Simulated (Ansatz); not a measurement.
**YSb (model cell, started as zinc blende): phonons and vibrational spectra**

Wanted: phonon frequencies of YSb (model cell, started as zinc blende) and what follows from them.

Main program and level: Ansatz 0.2.0; DFT LDA, scalar-relativistic, plane waves, PAW.

Most raw output is cut from this account.

The structure was built from a prototype and need not be the compound's stable phase.

**1. The starting structure**

The structure is cubic, space group F-43m (No. 216). Conventional cell: a = 6.838 Å, b = 6.838 Å, c = 6.838 Å, α = 90.00°, β = 90.00°, γ = 90.00°. Nearest to Y lie 4 Sb at 2.96 Å. Nearest to Sb lie 4 Y at 2.96 Å. Farther neighbours are not listed.

**2. Relaxation**

Harmonic phonons are second derivatives at a point where the forces vanish, and they are wanted at zero stress, so atoms and cell are relaxed first.

input.yaml

```yaml
crystal:
  lattice:
    - [0.0, 3.41907, 3.41907]
    - [3.41907, 0.0, 3.41907]
    - [3.41907, 3.41907, 0.0]
  atoms:
    - { symbol: "Y", position: [0.0, 0.0, 0.0] }
    - { symbol: Sb, position: [0.25, 0.25, 0.25] }
kpoints:
  mp_grid: { grid: [6, 6, 6] }
hamiltonian:
  xc: lda
scf:
  occupations: { method: gaussian, width: 0.02 }
output:
  forces: true
  stress: true
  eigenvalues: true
  write_density: true
  write_potential: true
  elf: true
  volumetric_format: npy
relax:
  adjacent_minimum: "off"
  f_tol: 0.005
  max_steps: 80
  cell: { stress_tol: 0.05 }
```

The run is started by

```
ansatz run input.yaml --threads 4 --pin off --max-ram 7168MiB --backend cpu --events-out ev --progress --plain --runs-dir out
```

Elapsed: 2.9 s, on 4 threads of Arm Neoverse V2, shared host; peak memory 0.37 GiB.

Relaxation path:

| step | energy less that of the first step (eV) | largest force component (eV/Å) | pressure (GPa) | volume (Å³) |
| --- | --- | --- | --- | --- |
| 1 | 0.0000 | 0.0000 | -0.84 | 79.94 |
| 2 | -0.0032 | 0.0000 | 0.49 | 77.46 |
| 3 | -0.0044 | 0.0000 | -0.01 | 78.35 |
| 4* | -0.0043 | 0.0000 | -0.01 | 78.35 |

Relaxation steps marked * repeat the geometry before them on a plane-wave basis chosen anew for their cell, so energy and pressure can jump there.

The run keeps the 24 symmetry operations that it works with, so distortions that break them were not tested.

| conventional cell, symmetrised | before | after | change |
| --- | --- | --- | --- |
| a (Å) | 6.838 | 6.793 | -0.7 % |
| b (Å) | 6.838 | 6.793 | -0.7 % |
| c (Å) | 6.838 | 6.793 | -0.7 % |
| volume (Å³/atom) | 39.97 | 39.18 | -2.0 % |

The relaxed structure:

```xyz
2
Lattice="0.0000 3.3963 3.3963 3.3963 0.0000 3.3963 3.3963 3.3963 0.0000" Properties=species:S:1:pos:R:3 pbc="T T T"
Y     0.0000    0.0000    0.0000
Sb    1.6982    1.6982    1.6982
```

This step gave:

```yaml
pressure: -0.01342 GPa
gap_on_the_k_mesh: 1.311 eV
volume_per_atom: 39.18 Å³
direct_gap_on_mesh: 1.311 eV
```

Valence density in the ac plane of a cell with a along [110], b along [-110] and c along [001] of the cube at fractional y = 0.500, with atoms of Y and Sb within 0.2 Å of it. It is the smooth field of the valence electrons, not physical close to the nuclei.

Ten steps, logarithmic in the rise over the least value, from '_' (0 e/Å³) to '@' (16 e/Å³), each cell a mean:
```
______________________________________________________
______________________________________________________
______________________________________________________
______________________________________________________
______________________________________________________
____________....________________________..____________
________..::----::..________________..::--::..________
________::==++++==::______________..--++++++--..______
______..--********--..____________::++******++::______
........==********==..............::++******++::......
::::..::--++****++--....::::::....::==******==::....::
----::::::--====--::::::------::::::::======::::::----
##++--::............::--++##**==::::....::....::::==**
@@##==::....____....::==##@@@@**--::..______..::--**@@
@@##==::..________..::==##@@@@**--....______....--**@@
##++--::..________..::--++##**==::..__________..::==**
==--::..____________..::--==--::....__________....::--
::....________________....::::....______________....::
....____________________......______________________..
```
Columns run along a (9.6 Å), rows up along c (6.8 Å), edges of the conventional cell, whose origin can differ from the input's. Atoms in or near the plane, at fractional coordinates: Y at (0.75, 0.50), Y at (0.25, 0.50), Sb at (0.50, 0.25), Sb at (0.00, 0.25).

ELF in the ac plane of a cell with a along [110], b along [-110] and c along [001] of the cube at fractional y = 0.500, with atoms of Y and Sb within 0.2 Å of it. It is the smooth field of the valence electrons, not physical close to the nuclei.

Values, 10 rows by 16 columns, each cell a mean:
```
0.37 0.21 0.07 0.03 0.03 0.05 0.16 0.34 0.37 0.21 0.07 0.03 0.03 0.05 0.16 0.34
0.05 0.05 0.06 0.07 0.07 0.07 0.05 0.05 0.05 0.05 0.06 0.07 0.07 0.07 0.05 0.05
0.03 0.04 0.05 0.06 0.06 0.06 0.05 0.03 0.03 0.04 0.05 0.06 0.06 0.06 0.05 0.03
0.08 0.04 0.14 0.46 0.50 0.24 0.04 0.07 0.08 0.04 0.14 0.46 0.50 0.24 0.04 0.07
0.48 0.18 0.49 0.79 0.73 0.68 0.14 0.41 0.48 0.18 0.49 0.79 0.73 0.68 0.14 0.41
0.61 0.52 0.39 0.76 0.76 0.52 0.42 0.62 0.61 0.52 0.39 0.76 0.76 0.52 0.42 0.62
0.20 0.47 0.45 0.27 0.30 0.35 0.53 0.25 0.20 0.47 0.45 0.27 0.30 0.35 0.53 0.25
0.03 0.33 0.62 0.23 0.13 0.57 0.44 0.07 0.03 0.33 0.62 0.23 0.13 0.57 0.44 0.07
0.30 0.49 0.56 0.19 0.12 0.48 0.54 0.34 0.30 0.49 0.56 0.19 0.12 0.48 0.54 0.34
0.65 0.58 0.29 0.06 0.04 0.20 0.52 0.65 0.65 0.58 0.29 0.06 0.04 0.20 0.52 0.65
```
Columns run along a (9.6 Å), rows up along c (6.8 Å), edges of the conventional cell, whose origin can differ from the input's. Atoms in or near the plane, at fractional coordinates: Y at (0.75, 0.50), Y at (0.25, 0.50), Sb at (0.50, 0.25), Sb at (0.00, 0.25).

Electrostatic potential energy in the ac plane of a cell with a along [110], b along [-110] and c along [001] of the cube at fractional y = 0.500, with atoms of Y and Sb within 0.2 Å of it. With pseudopotentials it is smooth inside the atoms' cores, unlike the true potential.

Ten even steps from '0' (-47 eV) to '9' (11 eV), each cell a mean:
```
999999999999999999999999999
999999999999999999999999999
999999999999999999999999999
999999999999999999999999999
999999999999999999999999999
999998888999999999888889999
999987667899999998765678999
999873113789999998521258999
999850001589999987200027899
999840000489999986200026899
888861002688888887300047888
568875335788656788643478876
446888778886444578877788754
445899999985444468999998644
445899999985444469999998644
446899999986444579999999754
568999999998656789999999876
889999999999888999999999998
999999999999999999999999999
```
Columns run along a (9.6 Å; values clipped at the 3rd and 97th percentile), rows up along c (6.8 Å), edges of the conventional cell, whose origin can differ from the input's. Atoms in or near the plane, at fractional coordinates: Y at (0.75, 0.50), Y at (0.25, 0.50), Sb at (0.50, 0.25), Sb at (0.00, 0.25).

In this step the volume went from 39.97 to 39.18 Å³/atom.

**3. Tight relaxation**

Phonons need a cell at rest on their own settings, so the relaxation is repeated with tight tolerances on forces and stress, using the mesh and the filling of the phonon run that follows.

input.yaml

```yaml
crystal:
  lattice:
    - [0.0, 3.3963423, 3.3963423]
    - [3.3963423, 0.0, 3.3963423]
    - [3.3963423, 3.3963423, 0.0]
  atoms:
    - { symbol: "Y", position: [0.0, 0.0, 0.0] }
    - { symbol: Sb, position: [0.25, 0.25, 0.25] }
kpoints:
  mp_grid: { grid: [8, 8, 8] }
hamiltonian:
  xc: lda
scf:
  occupations: { method: fixed }
output:
  forces: true
  stress: true
  eigenvalues: true
relax:
  adjacent_minimum: "off"
  f_tol: 0.001
  max_steps: 60
  cell: { stress_tol: 0.01 }
```

The job ended after 3.3 s (4 threads; peak memory 0.4 GiB; 12 s of CPU time).

Little changed from the start: no atom moved by 0.005 Å and no cell edge by 0.1 %.

This step gave:

```yaml
pressure: 0.007658 GPa
gap_on_the_k_mesh: 1.310 eV
volume_per_atom: 39.16 Å³
direct_gap_on_mesh: 1.310 eV
```

The forces vanish by symmetry and the pressure is 0.008 GPa, within the tolerances set. The cell now holds 39.16 Å³/atom.

**4. Modes at Γ**

The zone centre comes first: it holds the modes that light can see, as far as symmetry allows. The response to a homogeneous field gives the Born charges and the dielectric tensor, and its change with displacement the Raman tensors.

input.yaml, the sections that differ from step 3:

```yaml
crystal:
  lattice:
    - [0.0, 3.3958013813, 3.3958013813]
    - [3.3958013813, 0.0, 3.3958013813]
    - [3.3958013813, 3.3958013813, 0.0]
  atoms:
    - { symbol: "Y", position: [0.0, 0.0, 0.0] }
    - { symbol: Sb, position: [0.25, 0.25, 0.25] }
output:
  eigenvalues: true
phonons:
  method: dfpt
  dielectric: true
  rigid_motions: translations
  raman: true
# kpoints, hamiltonian, scf: as in step 3
# relax: removed
```

Run time: 87 s. Hardware: 4 threads; peak memory 0.98 GiB.

This step gave:

| Property | Result |
| --- | --- |
| sum-rule residual before enforcement | 1.02e-4 eV/Å² |
| miss of the charge sum rule | 6.17e-4 e |
| estimated error of the dielectric tensor | 0.02179 |
| estimated error of the Born charges | 0.01583 e |
| point group | -43m |
| highest optical mode at the zone centre (no LO-TO term) | 174.4 cm⁻¹ |
| lowest optical zone-centre mode | 174.4 cm⁻¹ |
| mean high-frequency dielectric constant | 8.130 |
| largest Born charge (third of the trace) | 2.717 e |
| mean static dielectric constant | 11.10 |
| top of the zone-centre spectrum with the field | 203.7 cm⁻¹ |

Without the LO-TO term. Patterns of degenerate modes are one choice out of their space. The modes at Γ (shares of kinetic energy by element, %):

| mode | frequency (cm⁻¹) | symmetry | Y % | Sb % |
| --- | --- | --- | --- | --- |
| 1 | 0.0 | acoustic | 42 | 58 |
| 2 | 0.0 | acoustic | 42 | 58 |
| 3 | 0.0 | acoustic | 42 | 58 |
| 4 | 174.4 | T2 | 58 | 42 |
| 5 | 174.4 | T2 | 58 | 42 |
| 6 | 174.4 | T2 | 58 | 42 |

Displacements in mode 6 (174.4 cm⁻¹), the largest set to 1:
```
Y1   0.00 -0.80  1.00
Sb2  0.00  0.59 -0.73
```

Optical modes at the zone centre, without and with the macroscopic field of the longitudinal modes; each column is sorted by frequency, so a row need not hold one and the same mode. Modes with and without the field, by row:

| rank among optical modes | no field (cm⁻¹) | q along (1, 0, 0) (cm⁻¹) |
| --- | --- | --- |
| 1 | 174.4 | 174.4 |
| 2 | 174.4 | 174.4 |
| 3 | 174.4 | 203.7 |

Born charge (rows field, columns displacement) (e), principal values of the symmetric part by kind of site:

| atom | atoms with these values | low | middle | high | mean |
| --- | --- | --- | --- | --- | --- |
| Y1 | 1 | 2.72 | 2.72 | 2.72 | 2.72 |
| Sb2 | 1 | -2.72 | -2.72 | -2.72 | -2.72 |

In full for Sb2:

```
-2.72  0.00  0.00
 0.00 -2.72  0.00
 0.00  0.00 -2.72
```

High-frequency dielectric tensor:

```
8.13 0.00 0.00
0.00 8.13 0.00
0.00 0.00 8.13
```

Static dielectric tensor (ions relaxed, fixed cell):

```
11.10  0.00  0.00
 0.00 11.10  0.00
 0.00  0.00 11.10
```

Transverse modes. Infrared lines, with heights relative to the strongest:

| position (cm⁻¹) | label | relative intensity |
| --- | --- | --- |
| 174 | T2 | 100 |

Activity x (w_L - w)^4 (n + 1)/w, 532 nm, 300 K; the tensors are static ones, while 532 nm light lies above the computed direct gap, where resonance would change the heights; modes without the macroscopic field alone. Lines of the Raman spectrum (strongest = 100):

| position (cm⁻¹) | label | relative intensity |
| --- | --- | --- |
| 174 | T2 | 100 |

Static second-order susceptibility (pm/V), twice the coefficient d of second-harmonic generation. Second order susceptibility, by row:

| field along | xx | yy | zz | yz | xz | xy |
| --- | --- | --- | --- | --- | --- | --- |
| x | 0 | 0 | 0 | 21.92 | 0 | 0 |
| y | 0 | 0 | 0 | 0 | 21.92 | 0 |
| z | 0 | 0 | 0 | 0 | 0 | 21.92 |

Before it was imposed, the acoustic sum rule was missed by 1.0e-4 eV/Å² and the charge sum rule by 6.2e-4 e. Small misses are needed for a sound result but don't prove that mesh and cutoff are converged. The lowest optical mode is real, 174 cm⁻¹.

**5. The dispersion**

Stability and thermal properties need the whole zone. Linear response on a 4×4×4 q mesh gives force constants as far as a supercell of that size would, and the tensors from the zone-centre run are typed in so that the long-range dipole term is interpolated apart.

input.yaml, the sections that differ from step 4:

```yaml
phonons:
  method: dfpt
  qmesh: [4, 4, 4]
  temperatures: { t_max: 1000, t_step: 50 }
  qpath:
    path:
      - [[0.0, 0.0, 0.0], [-0.5, -0.5, 0.0], [-0.375, -0.375, 0.25]]
      - [[-0.375, 0.0, 0.375], [0.0, 0.0, 0.0], [0.0, 0.0, 0.5], [-0.5, -0.25, 0.25], [-0.5, -0.5, 0.0]]
    npoints: 10
  non_analytic_term:
    high_frequency_dielectric_tensor: [[8.1296, 0.0, 0.0], [0.0, 8.1296, 0.0], [0.0, 0.0, 8.1296]]
    born_effective_charges:
      - { species: "Y", tensor: [[2.7172, 0.0, 0.0], [0.0, 2.7172, 0.0], [0.0, 0.0, 2.7172]] }
      - { species: Sb, tensor: [[-2.7172, 0.0, 0.0], [0.0, -2.7172, 0.0], [0.0, 0.0, -2.7172]] }
    source: "zone-centre run at this cell"
# crystal, kpoints, hamiltonian, scf, output: as in step 4
```

Elapsed: 2.4 min, on 4 threads; peak memory 1.6 GiB; 9.5 min of CPU time.

Numbers from this step:

- sum-rule residual before enforcement: 3.33e-5 eV/Å²
- lowest frequency on the path: -5.862 cm⁻¹
- highest frequency on the path or at a solved wavevector: 203.7 cm⁻¹
- lowest mode on the q mesh (acoustic modes at Γ apart): 13.22 cm⁻¹

Frequencies (cm⁻¹) solved at each irreducible wavevector; negative means imaginary. Frequencies by wavevector, by row:

| q in reciprocal lattice units | star | mode 1 | mode 2 | mode 3 | mode 4 | mode 5 | mode 6 |
| --- | --- | --- | --- | --- | --- | --- | --- |
| 0 0 0 | 1 | 0 | 0 | 0 | 174.4 | 174.4 | 174.4 |
| 0 0 0.25 | 8 | 13.2 | 13.2 | 67.9 | 174.4 | 174.4 | 192.8 |
| 0 0 -0.5 | 4 | 19.3 | 19.3 | 106.7 | 174.2 | 174.7 | 174.7 |
| 0 0.25 0.25 | 6 | 22.3 | 22.3 | 75 | 172.5 | 172.5 | 190.7 |
| 0 0.25 -0.5 | 24 | 27.9 | 43.1 | 110.6 | 167.2 | 172.3 | 172.8 |
| 0 0.25 -0.25 | 12 | 21.7 | 43.5 | 97.4 | 172 | 174.1 | 175.2 |
| 0 -0.5 -0.5 | 3 | 33.1 | 33.1 | 127.1 | 161.7 | 170.2 | 170.2 |
| 0.25 -0.5 -0.25 | 6 | 42.8 | 46.3 | 125.5 | 152.8 | 171.2 | 171.6 |

Interpolated from a 4×4×4 q mesh, with the LO-TO term (at Γ the limit along the path; where Γ stands inside the path, tables give the limit on arrival). Phonon branches along the path, in cm⁻¹:

| point | branch 1 | branch 2 | branch 3 | branch 4 | branch 5 | branch 6 |
| --- | --- | --- | --- | --- | --- | --- |
| Γ | 0 | 0 | 0 | 174 | 174 | 204 |
| halfway | 22 | 22 | 75 | 172 | 172 | 191 |
| X | 33 | 33 | 127 | 162 | 170 | 170 |
| halfway | 32 | 40 | 127 | 159 | 171 | 171 |
| U | 28 | 49 | 124 | 158 | 171 | 172 |
| jump to K | 28 | 49 | 124 | 158 | 171 | 172 |
| halfway | 15 | 34 | 77 | 174 | 174 | 187 |
| Γ | 0 | 0 | 0 | 174 | 174 | 204 |
| halfway | 13 | 13 | 68 | 174 | 174 | 193 |
| L | 19 | 19 | 107 | 174 | 175 | 175 |
| halfway | 28 | 42 | 112 | 166 | 172 | 174 |
| W | 43 | 46 | 126 | 153 | 171 | 172 |
| halfway | 38 | 40 | 126 | 157 | 171 | 171 |
| X | 33 | 33 | 127 | 162 | 170 | 170 |

(Continued in part 2 of 2.)

[Logs are printed without paths, hosts, clocks, repeated set-up lines and the standing remarks that a program may print on its own settings, such as how far it seeks lower states.]

[Hosts, paths, dates, database ids (printed as entryN), source tags and the programs' standing remarks are cut or masked in the printed files.]
